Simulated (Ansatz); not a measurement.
# Mg6TaZn: relaxing a made-up structure, part 2 of 2

Starting from a made-up structure for Mg6TaZn, the aim is the relaxed cell, its shortest contacts and, where a second run follows, its electronic structure.

Ansatz 0.2.0; DFT, PBE, plane-wave PAW, files of the set soft_1, scalar-relativistic, no spin, cell and ions relaxed at zero pressure; PAW set soft_1 (the session's first sound run).

So far: The starting structure; Relaxing cell and atoms.

### 2. Relaxing cell and atoms (continued)

Relaxation path:

| step | energy less that of the first step (eV) | largest force component (eV/Å) | pressure (GPa) | volume (Å³) |
| --- | --- | --- | --- | --- |
| 1 | 0.0000 | 0.8999 | -1.58 | 167.14 |
| 2 | -0.3857 | 0.4734 | 0.43 | 160.10 |
| 3 | -0.4374 | 0.2136 | 0.65 | 160.91 |
| 4 | -0.4456 | 0.1023 | -0.28 | 163.13 |
| 5 | -0.4491 | 0.0065 | 0.02 | 162.30 |
| 6 | -0.4491 | 0.0035 | 0.00 | 162.35 |
| 7* | -0.4484 | 0.0035 | 0.00 | 162.35 |

Relaxation steps marked * repeat the geometry before them on a plane-wave basis chosen anew for their cell, so energy and pressure can jump there.

The run keeps the 4 symmetry operations that it works with, so distortions that break them were not tested.

| conventional cell, symmetrised | before | after | change |
| --- | --- | --- | --- |
| a (Å) | 5.137 | 4.855 | -5.5 % |
| b (Å) | 6.125 | 6.180 | +0.9 % |
| c (Å) | 10.624 | 10.822 | +1.9 % |
| volume (Å³/atom) | 20.89 | 20.29 | -2.9 % |

The atoms that moved most (Å, as changes of fractional coordinates times the final cell):

| atom | dx | dy | dz | length |
| --- | --- | --- | --- | --- |
| Zn2 | 0.000 | 0.000 | -0.356 | 0.356 |
| Ta1 | 0.000 | 0.000 | 0.112 | 0.112 |
| Mg4 | 0.000 | 0.011 | 0.108 | 0.109 |
| Mg5 | 0.000 | -0.011 | 0.108 | 0.109 |
| Mg8 | 0.000 | 0.071 | 0.014 | 0.072 |
| Mg7 | 0.000 | -0.071 | 0.014 | 0.072 |

This step gave:

```
free energy             : -24793.6794 eV
energy at zero smearing : -24793.6645 eV
smearing term TS        : 0.02969 eV
Fermi energy            : 7.846 eV
electrons               : 85
symmetry operations     : 4
pressure                : 0.003260 GPa
```

The shortest distance of each pair, which need not be the same contact before and after:

| pair | guess (Å) | relaxed (Å) |
| --- | --- | --- |
| Ta–Zn | 3.224 | 2.862 |
| Mg–Zn | 2.944 | 2.885 |
| Mg–Mg | 2.993 | 2.985 |
| Mg–Ta | 3.010 | 3.005 |
| Ta–Ta | 5.137 | 4.855 |

The relaxation ends with a largest force component of 0.0035 eV/Å and a pressure of 0.00 GPa.

### 3. Bands of the relaxed cell

A second self-consistent run takes a narrower smearing and the mesh shown in its input; the bands follow along the standard path of the relaxed lattice.

This step: DFT, PBE, plane-wave PAW, files of the set soft_1, scalar-relativistic, no spin, bands and density of states at the relaxed cell; PAW set soft_1 (Ansatz 0.2.0).

Input file input.yaml:

```yaml
crystal:
  lattice:
    - [4.8550314053, 0.0, 0.0]
    - [0.0, 3.0898634527, 5.411155408]
    - [0.0, -3.0898634527, 5.411155408]
  atoms:
    - { symbol: Ta, position: [0.5, 0.6742645907, 0.6742645907] }
    - { symbol: Zn, position: [0.0, 0.8143752737, 0.8143752737] }
    - { symbol: Mg, position: [0.5, 0.1682674315, 0.1682674315] }
    - { symbol: Mg, position: [0.5, 0.6743289219, 0.1636379509] }
    - { symbol: Mg, position: [0.5, 0.1636379509, 0.6743289219] }
    - { symbol: Mg, position: [0.0, 0.3310151447, 0.3310151447] }
    - { symbol: Mg, position: [0.0, 0.8278599926, 0.344750694] }
    - { symbol: Mg, position: [0.0, 0.344750694, 0.8278599926] }
kpoints:
  mp_grid: { grid: [6, 6, 6] }
  band_path:
    path:
      - [[0.0, 0.0, 0.0], [0.0, 0.33151519, -0.33151519], [0.0, 0.0, -0.5], [-0.5, 0.0, -0.5], [-0.5, 0.33151519, -0.33151519], [-0.5, 0.0, 0.0], [0.0, 0.0, 0.0], [0.0, -0.5, -0.5], [0.0, -0.33151519, -0.66848481], [-0.5, -0.33151519, -0.66848481], [-0.5, -0.5, -0.5], [0.0, -0.5, -0.5]]
      - [[-0.5, 0.0, 0.0], [-0.5, -0.5, -0.5]]
    npoints: 6
scf:
  occupations: { method: fermi_dirac, width: 0.03 }
  n_extra_bands: 12
hamiltonian:
  xc: pbe
  pseudopotentials: { kind: paw, azcp: { folder: soft_1 } }
output:
  forces: true
  stress: true
  write_bands: true
  dos: { projected: true }
  write_density: true
  write_potential: true
  elf: true
  volumetric_format: npy
```

Command:

```console
$ ansatz run input.yaml --threads 4 --pin off --max-ram 10240MiB --backend cpu --events-out ev --progress --plain --runs-dir out
```

Numbers of over 12 decimals in the logs are rounded to 6 here.

The log of the run:

```text
[...]
Crystal: 8 atoms, lattice volume = 162.350 Å³
Basis set: ecut = 420 eV, 3169 PW (Γ), exchange–correlation on 72×90×90 points (8 copies of the dense FFT grid, shifted against one another)
Bands: 55, of which v1, the nominal top of the filled ones, is band 43 counted from 1 (42 counted from 0)
Symmetry: 4 space group operations
[...]
k-points: 52 of 216 (time reversal used)
[...]
SCF iter   1: F=—  HF=-24795.010251 eV  |F-HF|=—  |Δ(HF+E_count)|=         —  Δρ=5.61e-2  dr2=6.36e0  ethr=3.10e-3  ⟨swp⟩=7.3  Hψ=12966  notcnv=0  defer=31
[...]
SCF iter  10: F=-24793.667471 eV  HF=-24793.667471 eV  |F-HF|=5.62e-9  |Δ(HF+E_count)|=   3.00e-8  Δρ=1.56e-6  dr2=6.06e-9  ethr=1.18e-10  ⟨swp⟩=16.5  Hψ=21808  notcnv=0
SCF 1 converged in 10 iterations: F = -24793.667471 eV  dr2 = 6.06e-9
[...]
NSCF: frozen V_eff on 74 k-points
SCF converged after 10 iterations
Free energy (F): -24793.667471 eV
[...]
Internal energy: -24793.654491 eV  (E = F + TS)
E sigma→0 (E₀):  -24793.660981 eV
Entropy (-TS):   -0.012980 eV (-1.622 meV/atom)
Fermi energy:    7.818232 eV
[...]
--- Forces (eV/Å), atoms counted from 1 ---
  atom   1  Ta     0.00000000     0.00000000     0.01736827
  atom   2  Zn     0.00000000     0.00000000    -0.02209014
  atom   3  Mg     0.00000000    -0.00000000    -0.01497568
  atom   4  Mg     0.00000000     0.00310986     0.00722660
  atom   5  Mg     0.00000000    -0.00310986     0.00722660
  atom   6  Mg     0.00000000    -0.00000000     0.00958025
  atom   7  Mg     0.00000000    -0.02209241    -0.00216310
  atom   8  Mg    -0.00000000     0.02209241    -0.00216310
  max |Σ_I F_I| component: 9.71e-6 eV/Å
--- Stress (GPa, compression-positive) ---
       -0.012340      -0.000000      -0.000000
       -0.000000       0.072790      -0.000000
       -0.000000      -0.000000       0.015698
  P = ⅓ Tr σ = 0.0254 GPa (0.254 kbar)
--- Band table (eV; the first three rows and the last of 52) ---
  k-point 0: bands = [... 39 lower, 6.0189, 6.5587, 6.8588, 7.4341, 7.6695, 8.9932, 9.1682, 9.9796, ... 8 higher]
  k-point 1: bands = [... 39 lower, 6.5781, 6.7665, 7.4097, 7.4431, 7.7287, 9.0362, 9.1739, 9.8049, ... 8 higher]
  k-point 2: bands = [... 39 lower, 6.7803, 7.3351, 7.8601, 8.0098, 8.1381, 8.7691, 9.2241, 9.8732, ... 8 higher]
  k-point 51: bands = [... 39 lower, 5.6461, 6.4940, 7.5185, 8.1307, 8.2421, 8.9139, 9.2588, 10.0889, ... 8 higher]
```

Run time: 19 s. Hardware: 4 threads of Arm Neoverse V2, shared host; peak memory 0.86 GiB; 76 s of CPU time.

This step gave:

```yaml
free_energy: -24793.6675 eV
energy_at_zero_smearing: -24793.6610 eV
smearing_term_ts: 0.01298 eV
fermi_energy: 7.818 eV
pressure: 0.02538 GPa
```

From bands.tsv, the bands that come nearest the Fermi level along the path, at its corners, in eV from the Fermi level:

```tsv
point	band 39	band 40	band 41	band 42	band 43	band 44	band 45	band 46
Γ	-2.06	-1.80	-1.26	-0.96	-0.38	-0.15	1.17	1.35
X	-1.16	-1.06	-0.82	0.08	0.61	0.95	1.05	1.36
S	-1.15	-0.75	-0.52	0.09	0.42	0.57	1.44	1.64
R	-2.17	-1.94	-1.54	-0.37	0.29	0.48	0.84	1.45
A	-3.74	-0.67	-0.30	-0.27	-0.10	0.27	0.37	2.33
Z	-1.37	-1.24	-1.03	-1.02	-0.69	-0.51	-0.21	-0.19
Γ	-2.06	-1.80	-1.26	-0.96	-0.38	-0.15	1.17	1.35
Y	-1.31	-0.76	-0.26	0.08	0.31	0.41	1.40	1.92
X1	-1.16	-1.06	-0.82	0.08	0.61	0.95	1.05	1.36
A1	-3.74	-0.67	-0.30	-0.27	-0.10	0.27	0.37	2.33
T	-2.29	-2.17	-1.32	-0.30	0.31	0.42	1.10	1.44
Y	-1.31	-0.76	-0.26	0.08	0.31	0.41	1.40	1.92
Z	-1.37	-1.24	-1.03	-1.02	-0.69	-0.51	-0.21	-0.19
T	-2.29	-2.17	-1.32	-0.30	0.31	0.42	1.10	1.44
```

Counts of states for the cell as run, both spins, by energy window (eV from the Fermi level):

| from | to | total |
| --- | --- | --- |
| -8 | -7 | 5.01 |
| -7 | -6 | 6.41 |
| -6 | -5 | 1.34 |
| -5 | -4 | 2.06 |
| -4 | -3 | 2.23 |
| -3 | -2 | 3.22 |
| -2 | -1 | 4.08 |
| -1 | 0 | 4.63 |
| 0 | 1 | 4.75 |
| 1 | 2 | 3.43 |
| 2 | 3 | 3.36 |
| 3 | 4 | 5.05 |

A further 56.0 states lie below the table's range.

ELF in the ac plane of the conventional cell at fractional y = 0.000, with atoms of Ta and Zn and Mg within 0.2 Å of it. It is the smooth field of the valence electrons, not physical close to the nuclei.

Ten even steps from '0' (0.00) to '9' (0.70), each cell a mean:
```
44444444444444
33456666666543
22357888886422
00247888886310
00246544565310
01344345435421
34543899953543
77535953973467
87634998963478
77643466533677
66765333345666
66777666677776
66778877788776
23578777788742
32157766777313
24137766775133
33137765675123
21266321256412
45762133215764
88851332413788
88851243413788
77763111125777
66665432345666
55444444444445
```
Columns run along a (4.9 Å), rows up along c (10.8 Å), edges of the conventional cell, whose origin can differ from the input's. Atoms in or near the plane, at fractional coordinates: Ta at (0.50, 0.67), Zn at (0.00, 0.81), Mg at (0.50, 0.17), Mg at (0.00, 0.33).

Electrostatic potential energy in the ac plane of the conventional cell at fractional y = 0.000, with atoms of Ta and Zn and Mg within 0.2 Å of it. With pseudopotentials it is smooth inside the atoms' cores, unlike the true potential.

Values in eV, 24 rows by 14 columns, each cell a mean:
```
 10  10  11  11  10   9   8   8   9  10  10  11  10  10
  7   8  10  10  10   9   8   7   8   9  10  10   9   8
-15  -5   5   9  10   9   8   8   9  10  10   8   0 -12
-55 -39  -9   7  10  10   9   9  10  10   9   1 -25 -50
-62 -48 -15   6   9   8   7   6   7   9   8  -2 -32 -59
-39 -24  -2   7   5  -1  -8 -10  -4   3   6   4 -13 -34
  1   5   7   5  -4 -23 -41 -45 -33 -12   2   7   6   2
  9   9   8   4 -11 -37 -57 -61 -48 -23  -1   7   9   9
  9   9   8   5  -6 -29 -48 -52 -39 -16   1   7   9   9
  8   8   9   8   3  -5 -16 -18 -10   0   6   9   9   8
  8   9  10  10   9   7   5   4   6   8  10  10   9   8
  9  10  10  11  11  10  10  10  10  11  11  11  10   9
  8   9  10  11  11  10  10  10  10  11  11  10   9   9
  3   5   7   9  10   9   9   9   9  10  10   8   6   4
-30 -13   1   7   9   9   9   8   9   9   8   4  -5 -24
-62 -49  -9   5   8   9   9   9   9   9   7   0 -29 -61
-60 -42  -7   5   8   9   8   8   8   8   7   1 -23 -56
-17  -6   3   6   7   5   3   3   4   6   7   5  -1 -13
  5   6   7   7   4  -7 -29 -35 -17   1   6   7   7   6
  9   9   9   7   1 -29 -61 -62 -49  -9   5   8   9   9
  9   9   9   7   2 -21 -54 -59 -39  -5   5   8   9   9
  8   9   9   8   6   1  -8 -11  -3   4   8   9   9   8
  8   9  10  10   9   7   6   6   7   8   9  10   9   9
  9  10  10  10  10   9   8   8   9  10  10  10  10  10
```
Columns run along a (4.9 Å; values clipped at the 3rd and 97th percentile), rows up along c (10.8 Å), edges of the conventional cell, whose origin can differ from the input's. Atoms in or near the plane, at fractional coordinates: Ta at (0.50, 0.67), Zn at (0.00, 0.81), Mg at (0.50, 0.17), Mg at (0.00, 0.33).

Valence density in the ac plane of the conventional cell at fractional y = 0.000, with atoms of Ta and Zn and Mg within 0.2 Å of it. It is the smooth field of the valence electrons, not physical close to the nuclei.

Values in e/Å³, 24 rows by 14 columns, each cell a mean:
```
 0  0  0  0  0  0  0  0  0  0  0  0  0  0
 0  0  0  0  0  0  0  0  0  0  0  0  0  0
 1  0  0  0  0  0  0  0  0  0  0  0  0  1
14  4  1  0  0  0  0  0  0  0  0  0  1  9
30  7  1  0  0  0  0  0  0  0  0  0  2 18
 4  1  0  0  0  0  1  1  1  0  0  0  1  3
 0  0  0  0  1  2  4  4  3  1  0  0  0  0
 0  0  0  0  1  3  4  4  4  2  0  0  0  0
 0  0  0  0  1  2  4  4  3  1  0  0  0  0
 0  0  0  0  0  1  1  1  1  0  0  0  0  0
 0  0  0  0  0  0  0  0  0  0  0  0  0  0
 0  0  0  0  0  0  0  0  0  0  0  0  0  0
 0  0  0  0  0  0  0  0  0  0  0  0  0  0
 0  0  0  0  0  0  0  0  0  0  0  0  0  0
 2  1  0  0  0  0  0  0  0  0  0  0  0  1
21  6  0  0  0  0  0  0  0  0  0  0  2 15
15  4  0  0  0  0  0  0  0  0  0  0  1 11
 1  0  0  0  0  0  0  0  0  0  0  0  0  1
 0  0  0  0  0  0  2  4  1  0  0  0  0  0
 0  0  0  0  0  2 15 22  7  0  0  0  0  0
 0  0  0  0  0  1  9 13  4  0  0  0  0  0
 0  0  0  0  0  0  0  0  0  0  0  0  0  0
 0  0  0  0  0  0  0  0  0  0  0  0  0  0
 0  0  0  0  0  0  0  0  0  0  0  0  0  0
```
Columns run along a (4.9 Å), rows up along c (10.8 Å), edges of the conventional cell, whose origin can differ from the input's. Atoms in or near the plane, at fractional coordinates: Ta at (0.50, 0.67), Zn at (0.00, 0.81), Mg at (0.50, 0.17), Mg at (0.00, 0.33).

### 4. Summary of results

- space group, relaxed: Amm2
- conventional cell: a = 4.855, b = 6.180, c = 10.822 Å; α = 90.0°, β = 90.0°, γ = 90.0°
- volume per atom: 20.29 Å³ (guess 20.89)

**Reading.** Mg6TaZn relaxes to Amm2 with a = 4.855, b = 6.180 and c = 10.822 Å. The guessed volume was 3 % too large. The space group Amm2 was held in the relaxation, so the end point is a stationary structure within it and may be a saddle against distortions or other arrangements. Bands cross the Fermi level, so it is a metal or semimetal at this level. The electron count is odd, which forces that without spin polarisation or a larger cell. On the 6×6×6 mesh with the narrower smearing (relaxed on 5×5×5) the largest force component is 0.022 eV/Å and the largest stress component is 0.073 GPa, against the relaxation's thresholds of 0.015 eV/Å and 0.05 GPa. The cutoff wasn't tested. Spin-orbit coupling is left out, which can matter for elements this heavy. No dispersion term is used, so weakly bound directions may come out too long. The runs have no spin, and magnetism wasn't tested. Nothing here tests whether the compound is stable against decomposition.

[Logs are printed without paths, hosts, clocks, repeated set-up lines and the standing remarks that a program may print on its own settings, such as how far it seeks lower states.]

[Hosts, paths, dates, database ids (printed as entryN), source tags and the programs' standing remarks are cut or masked in the printed files.]
